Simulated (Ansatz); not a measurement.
# From HSE06 to G0W0: MoSeS (P-3m1), part 2 of 3

Wanted: the gap of MoSeS (P-3m1) with a many-body correction, and the time that it takes.

Ansatz 0.2.0; HSE06, then G0W0 on it, plane waves, PAW. Known limits of the many-body steps: finite bands, screening cutoff and k mesh; no spin-orbit coupling in G0W0.

So far. Step 2 (HSE06 levels on the mesh and at listed points): Over mesh and listed points the gap is 1.507 eV, from k = Γ to k = (0.333, 0.333, 0.000). The least direct gap found is 1.977 eV, at k = (0.333, 0.333, 0.500). The program's warnings for this run: metallic iterate.

In doubt: masses and optical values from hybrid runs of this build are listed as unsure, which bears on the screening that GW takes from such a start.

## (3) G0W0 on the 9×9×2 mesh

G0W0 replaces the xc potential by a self-energy built once from the orbitals of the start. Levels are corrected in the window of bands that the input names, at points of the mesh.

This step: G0W0 on HSE06, plane waves, PAW.

input.yaml

```yaml
crystal:
  lattice:
    - [3.2525112014, 0.0, 0.0]
    - [-1.6262556007, 2.8167573265, 0.0]
    - [0.0, 0.0, 13.61727037]
  atoms:
    - { symbol: Mo, position: [0.0, 0.0, 0.25914775] }
    - { symbol: Mo, position: [0.0, 0.0, 0.74085225] }
    - { symbol: Se, position: [0.66666667, 0.33333333, 0.86488755] }
    - { symbol: Se, position: [0.33333333, 0.66666667, 0.13511245] }
    - { symbol: S, position: [0.33333333, 0.66666667, 0.3705878] }
    - { symbol: S, position: [0.66666667, 0.33333333, 0.6294122] }
kpoints:
  mp_grid: { grid: [9, 9, 2] }
hamiltonian:
  xc: hse06
  pseudopotentials: { kind: paw, source: ansatz }
scf:
  occupations: { method: fixed }
gw:
  n_empty_bands: 741
  ecut_chi: 190.0
  qp_bands: [v2, c2]
  qp_kpoints: band_edges
  screening: { model: contour_deformation }
```

On the command line:

```
ansatz run input.yaml --threads 4 --pin off --max-ram 138240MiB --backend cuda --events-out ev --progress --plain --runs-dir out --devices 1 --max-vram 26GiB
```

Numbers of over 12 decimals in the logs are rounded to 6 here.

Output:

```text
GPUs: using 1 of 1 available (devices: 1).
[...]
GPU FFT provider: cuFFT
GPU libraries: cuBLAS 13.8.2, cuFFT 12.4.0, cuSOLVER 12.3.4
Crystal: 6 atoms, lattice volume = 124.755 Å³
Basis set: ecut = 580 eV, 3941 PW (Γ)
Bands: 44, of which v1, the nominal top of the filled ones, is band 36 counted from 1 (35 counted from 0)
Symmetry: 12 space group operations
[...]
k-points: 24 of 162
[...]
GPU buffer pool allocated for 108000 grid points (all kernels)
[...]
SCF iter   1: F=—  HF=-22662.349028 eV  |F-HF|=—  |Δ(HF+E_count)|=         —  Δρ=4.91e-2  dr2=1.08e1  ethr=1.00e-1  ⟨swp⟩=3.5  Hψ=2924  notcnv=0
[...]
SCF iter  10: F=-22660.668651 eV  HF=-22660.668673 eV  |F-HF|=2.17e-5  |Δ(HF+E_count)|=   1.70e-4  Δρ=7.16e-5  dr2=1.98e-5  ethr=1.75e-6  ⟨swp⟩=3.0  Hψ=2540  notcnv=0
SCF 1 stopped early in 10 iterations: F = -22660.668651 eV  dr2 = 1.98e-5
[...]
GPU FFT provider: cuFFT
GPU libraries: cuBLAS 13.8.2, cuFFT 12.4.0, cuSOLVER 12.3.4
[...]
GPU buffer pool allocated for 108000 grid points (all kernels)
[...]
Frozen-core exchange: fock
SCF iter   1: F=—  HF=-22668.590421 eV  |F-HF|=—  |Δ(HF+E_count)|=         —  Δρ=1.17e-2  dr2=3.93e-1  ethr=2.75e-7  ⟨swp⟩=7.5  Hψ=6074  notcnv=0
[...]
SCF iter   8: F=-22668.530442 eV  HF=-22668.530443 eV  |F-HF|=7.73e-7  |Δ(HF+E_count)|=   1.98e-5  Δρ=1.99e-5  dr2=4.82e-6  ethr=6.72e-8  ⟨swp⟩=3.0  Hψ=2586  notcnv=0
SCF 2 stopped early in 8 iterations: F = -22668.530442 eV  dr2 = 4.82e-6
hybrid outer 1: dexx = +2.159e-2 eV, tail = 5.07e-5 eV
GPU FFT provider: cuFFT
GPU libraries: cuBLAS 13.8.2, cuFFT 12.4.0, cuSOLVER 12.3.4
GPU buffer pool allocated for 108000 grid points (all kernels)
[...]
Frozen-core exchange: fock
SCF iter   1: F=—  HF=-22668.530920 eV  |F-HF|=—  |Δ(HF+E_count)|=         —  Δρ=5.42e-5  dr2=8.18e-6  ethr=3.52e-7  ⟨swp⟩=2.6  Hψ=2343  notcnv=0
[...]
SCF iter   5: F=-22668.530920 eV  HF=-22668.530920 eV  |F-HF|=1.31e-8  |Δ(HF+E_count)|=   5.62e-9  Δρ=2.02e-6  dr2=2.76e-8  ethr=9.38e-11  ⟨swp⟩=3.0  Hψ=2540  notcnv=0
SCF 3 converged in 5 iterations: F = -22668.530920 eV  dr2 = 2.76e-8
[...]
NSCF: frozen V_eff on 24 k-points
Exchange-term sweep: 0 of 24 (spin, k) points
Exchange-term sweep: 2 of 24 (spin, k) points
Exchange-term sweep: 3 of 24 (spin, k) points
Exchange-term sweep: 4 of 24 (spin, k) points
Exchange-term sweep: 5 of 24 (spin, k) points
Exchange-term sweep: 6 of 24 (spin, k) points
Exchange-term sweep: 8 of 24 (spin, k) points
Exchange-term sweep: 9 of 24 (spin, k) points
Exchange-term sweep: 10 of 24 (spin, k) points
Exchange-term sweep: 11 of 24 (spin, k) points
Exchange-term sweep: 12 of 24 (spin, k) points
Exchange-term sweep: 14 of 24 (spin, k) points
Exchange-term sweep: 15 of 24 (spin, k) points
Exchange-term sweep: 16 of 24 (spin, k) points
Exchange-term sweep: 17 of 24 (spin, k) points
Exchange-term sweep: 18 of 24 (spin, k) points
Exchange-term sweep: 20 of 24 (spin, k) points
Exchange-term sweep: 21 of 24 (spin, k) points
Exchange-term sweep: 22 of 24 (spin, k) points
Exchange-term sweep: 23 of 24 (spin, k) points
Exchange-term sweep: 24 of 24 (spin, k) points
G₀W₀ screening: q 1/24
[... further progress lines ...]
[...]
Free energy (F): -22668.530920 eV
Frozen-core exchange: fock
[...]
Internal energy: -22668.530920 eV  (E = F + TS)
E sigma→0 (E₀):  -22668.530920 eV
Fermi energy:    10.146291 eV
[...]
--- Band table (eV; the first three rows and the last of 24) ---
  k-point 0: bands = [... 32 lower, 8.2695, 8.3423, 9.3133, 10.1463, 13.1661, 13.1661, 13.2302, 13.2302]
  k-point 1: bands = [... 32 lower, 8.2689, 8.2689, 9.6365, 10.0442, 13.1801, 13.1801, 13.2125, 13.2125]
  k-point 2: bands = [... 32 lower, 8.2096, 8.7954, 9.2868, 9.8971, 12.7692, 12.9386, 12.9694, 13.1744]
  k-point 23: bands = [... 32 lower, 7.2284, 7.2284, 9.6808, 9.6808, 11.6522, 11.6664, 13.1743, 13.1743]
  guard bands above this table: 4 of the run's 44 bands. The solve was not asked for them (output.publish_guard_bands: true or output.eigenvalues: true publishes all)
--- G₀W₀: contour deformation, 7 samples at zero and on the imaginary axis and 2 off it, 162 q-points, 741 empty bands' worth ---
  eigenvalues of the whole cell's RPA ε∞ on this k-mesh (on a slab, of 1 + 4πα/V) = 4.0406, 11.3637, 11.3637; static W/v taken at q = 0 is 0.111686
  bands read: the sum over 777 bands ends inside a degenerate multiplet in 1 slot, whose members it reads at an even weight; the widest, k=22: bands 777 to 778 (counted from 1) at 1/2 each
  gw.qp_kpoints: band_edges: 17 of 24 stored k-points solved, in 1 pass; an edge of the gap read off the rows below is read off those points alone
    valence top: of the k-points left out ik 11 came nearest to being solved in a further pass, in band 36 (counted from 1, as in the quasiparticle table): it holds the edge there only if its correction is more favourable than any solved in that band by at least 0.636 eV; those differ by 0.082 eV
    conduction bottom: of the k-points left out ik 15 came nearest to being solved in a further pass, in band 37 (counted from 1, as in the quasiparticle table): it holds the edge there only if its correction is more favourable than any solved in that band by at least 0.385 eV; those differ by 0.178 eV
    ik  band        ε_KS         Σx   Σc(E_QP)       V_xc       Z   E_QP_lin       E_QP  E_QP is
     0    35      9.3133   -18.2590     0.7746   -17.4330  0.7525     9.2617     9.2618  root
     0    36     10.1463   -19.4688     0.4765   -18.9307  0.7557    10.0846    10.0847  root
     0    37     13.1661   -13.5512    -4.3207   -17.8269  0.7591    13.1211    13.1210  root
     0    38     13.1661   -13.5512    -4.3207   -17.8269  0.7591    13.1211    13.1210  root
     1    35      9.6365   -18.9804     0.5892   -18.3375  0.7552     9.5828     9.5829  root
     1    36     10.0442   -19.1878     0.6174   -18.4982  0.7567     9.9720     9.9721  root
     1    37     13.1801   -13.5794    -4.3348   -17.8689  0.7576    13.1348    13.1347  root
     1    38     13.1801   -13.5794    -4.3348   -17.8689  0.7576    13.1348    13.1347  root
     2    35      9.2868   -18.5569     0.8137   -17.7106  0.7520     9.2542     9.2542  root
     2    36      9.8971   -19.4224     0.6157   -18.7600  0.7554     9.8504     9.8504  root
     2    37     12.7692   -13.2547    -4.1574   -17.3222  0.7647    12.6795    12.6793  root
     2    38     12.9386   -13.6111    -4.3338   -17.8967  0.7610    12.8905    12.8905  root
     3    35      9.5052   -19.1329     0.6515   -18.4473  0.7542     9.4711     9.4711  root
     3    36      9.8501   -19.2430     0.7255   -18.4604  0.7563     9.7929     9.7930  root
     3    37     12.7896   -13.3857    -4.2025   -17.5176  0.7666    12.7191    12.7190  root
     3    38     12.9463   -13.6126    -4.3520   -17.9263  0.7660    12.9081    12.9081  root
     4    35      8.9423   -18.9158     0.9596   -17.9699  0.7482     8.9560     8.9560  root
     4    36      9.2086   -19.1579     0.9290   -18.2163  0.7522     9.1960     9.1960  root
     4    37     12.0073   -12.9109    -4.0101   -16.8613  0.7676    11.9476    11.9476  root
     4    38     12.6569   -14.0815    -4.2925   -18.3226  0.7513    12.6056    12.6055  root
     5    35      9.0000   -19.1465     0.8636   -18.2999  0.7491     9.0171     9.0171  root
     5    36      9.2065   -19.1276     0.9497   -18.1617  0.7525     9.1902     9.1902  root
     5    37     12.1452   -13.2933    -4.0853   -17.3340  0.7667    12.1006    12.1006  root
     5    38     12.4334   -13.4804    -4.1809   -17.5952  0.7553    12.3673    12.3673  root
     6    35      8.5272   -18.4526     1.0657   -17.4147  0.7463     8.5550     8.5551  root
     6    36      8.7390   -18.7333     1.0606   -17.6828  0.7497     8.7491     8.7491  root
     6    37     12.1208   -13.4783    -4.2037   -17.6462  0.7580    12.0850    12.0850  root
     6    38     12.3723   -15.0318    -4.3100   -19.3417  0.7487    12.3722    12.3721  root
    10    35      9.1236   -18.9631     0.9240   -18.0361  0.7502     9.1206     9.1206  root
    10    36      9.4380   -19.2550     0.8897   -18.3335  0.7545     9.4062     9.4062  root
    10    37     12.1352   -12.9997    -3.9954   -16.9260  0.7685    12.0661    12.0661  root
    10    38     12.5523   -13.7198    -4.1674   -17.8374  0.7601    12.5026    12.5025  root
    12    35      8.8220   -19.2414     1.0180   -18.2389  0.7487     8.8375     8.8375  root
    12    36      8.9497   -19.2438     1.0899   -18.1361  0.7524     8.9320     8.9320  root
    12    37     11.8206   -13.0863    -3.9367   -16.9866  0.7673    11.7841    11.7841  root
    12    38     12.3115   -14.0642    -4.1795   -18.2220  0.7565    12.2897    12.2897  root
    13    35      8.8238   -19.2719     1.0048   -18.2855  0.7485     8.8420     8.8421  root
    13    36      8.9386   -19.2783     1.0400   -18.2339  0.7511     8.9342     8.9342  root
    13    37     11.9739   -13.4568    -4.0220   -17.4540  0.7657    11.9491    11.9491  root
    13    38     12.1827   -13.6638    -4.0842   -17.7137  0.7594    12.1485    12.1485  root
[...]
21    35      9.3723   -18.8872     0.3983   -18.4631  0.7567     9.3466     9.3466  root
    21    36      9.3838   -18.8938     0.4093   -18.4571  0.7568     9.3565     9.3565  root
    21    37     12.0113   -15.5706    -4.0757   -19.6906  0.7475    12.0557    12.0557  root
    21    38     12.0788   -15.8784    -4.1251   -20.0510  0.7446    12.1262    12.1261  root
    22    35      9.6762   -18.8634     0.0923   -18.7338  0.7581     9.6389     9.6389  root
    22    36      9.6762   -18.8634     0.0923   -18.7338  0.7581     9.6389     9.6389  root
    22    37     11.6508   -15.9351    -3.8376   -19.8603  0.7504    11.7385    11.7384  root
    22    38     11.6675   -15.9339    -3.8365   -19.8556  0.7506    11.7528    11.7527  root
    23    35      9.6808   -18.8855     0.0924   -18.7561  0.7581     9.6438     9.6438  root
    23    36      9.6808   -18.8855     0.0924   -18.7561  0.7581     9.6438     9.6438  root
    23    37     11.6522   -15.9321    -3.8349   -19.8541  0.7504    11.7394    11.7393  root
    23    38     11.6664   -15.9363    -3.8388   -19.8607  0.7505    11.7521    11.7520  root
```

Wall time 7.5 min (1 × NVIDIA H100 80GB HBM3 (shared by 3 runs) with 4 threads of AMD EPYC 7R13 (Zen 3), shared host); peak memory 5.8 GiB.

This step gave:

```yaml
bands_summed: 777
rpa_eps_infinity_on_this_mesh_eigenvalues: 4.041, 11.36, 11.36
plane_waves_in_the_screening_matrix: 751
q_points_in_the_mesh: 162
g0w0_gap_over_the_corrected_points: 1.654 eV
k_of_the_valence_top: 0, 0, 0
k_of_the_conduction_bottom: 0.3333, 0.3333, 0
starting_gap_on_the_mesh: 1.505 eV
z_at_the_valence_top: 0.7557
z_at_the_conduction_bottom: 0.7504
least_direct_g0w0_gap_over_the_corrected_points: 2.095 eV
```

Over 17 of 24 irreducible mesh points the G0W0 gap is 1.654 eV, from k = Γ to k = (0.333, 0.333, 0.000). The HSE06 gap of this run on the mesh is 1.505 eV. The two states that bound the G0W0 gap lie that far apart at the start, so the correction of the gap is 1.654 − 1.505 = +0.149 eV. The start of this run differs from the step before in mesh (6×6×2 and 9×9×2), files (soft_1 PAW and hard PAW) and plane-wave cutoff (420 eV and 580 eV). The program's warnings for this run: metallic iterate.

Labels follow the order of the start: v1 is the top filled band, c1 the lowest empty one; levels that stay degenerate share a row, the window can cut a multiplet, doubted levels are not marked in this list, bands outside the window were not corrected, and the list may be a part of the corrected levels. The levels before and after the correction (eV, zero at the valence-band top of each column):

```tsv
	conduction bottom	valence top
HSE06	1.50	0.00
G0W0	1.65	0.00
```

```tsv
	level	occupation	energy (eV)
HSE06	Γ v2	2	-0.833
HSE06	Γ v1	2	0.000
HSE06	Γ c1-c2	0	3.020
HSE06	(0.333 0.333 0) v2-v1	2	-0.470
HSE06	(0.333 0.333 0) c1	0	1.505
HSE06	(0.333 0.333 0) c2	0	1.521
G0W0	Γ v2	2	-0.823
G0W0	Γ v1	2	0.000
G0W0	Γ c1-c2	0	3.036
G0W0	(0.333 0.333 0) v2-v1	2	-0.446
G0W0	(0.333 0.333 0) c1	0	1.654
G0W0	(0.333 0.333 0) c2	0	1.668
```

The parts of the quasiparticle energy for the two states that bound the G0W0 gap, in eV on the run's own scale (QP = start + Σx + Σc − Vxc, with Σc at the quasiparticle energy):

```tsv
edge	k	band	start	Σx	Σc	Vxc	Z	QP
valence top	Γ	36	10.146	−19.469	0.476	−18.931	0.756	10.085
conduction bottom	(0.333, 0.333, 0.000)	37	11.651	−15.935	−3.838	−19.860	0.750	11.738
```

For a hybrid start, Vxc holds its share of exact exchange.

[end of part 2 of 3]

[Paths, hosts, dates, memory and timing lines, banners, echoed tables and standing remarks are left out of the program output.]

[Logs are printed without paths, hosts, clocks, repeated set-up lines and the standing remarks that a program may print on its own settings, such as how far it seeks lower states.]

[Runs of the session that timed out or met a known fault of the program may be left out.]

[Cells called generated may have been cut or substituted from an entry of the Crystallography Open Database or the Materials Project.]

[Hosts, paths, dates, database ids (printed as entryN), source tags and the programs' standing remarks are cut or masked in the printed files.]

[Where an RPA ε∞ is given, it is that of the G0W0 mesh and is not shown converged in it. Names of k-points follow the symmetry that the program found, which can be lower than the space group named. Band edges on a path are those of the sampled points; other points can move an edge, and change direct to indirect where valleys lie close.]

[Hybrid gaps are those of their k-mesh and are not shown converged in it.]
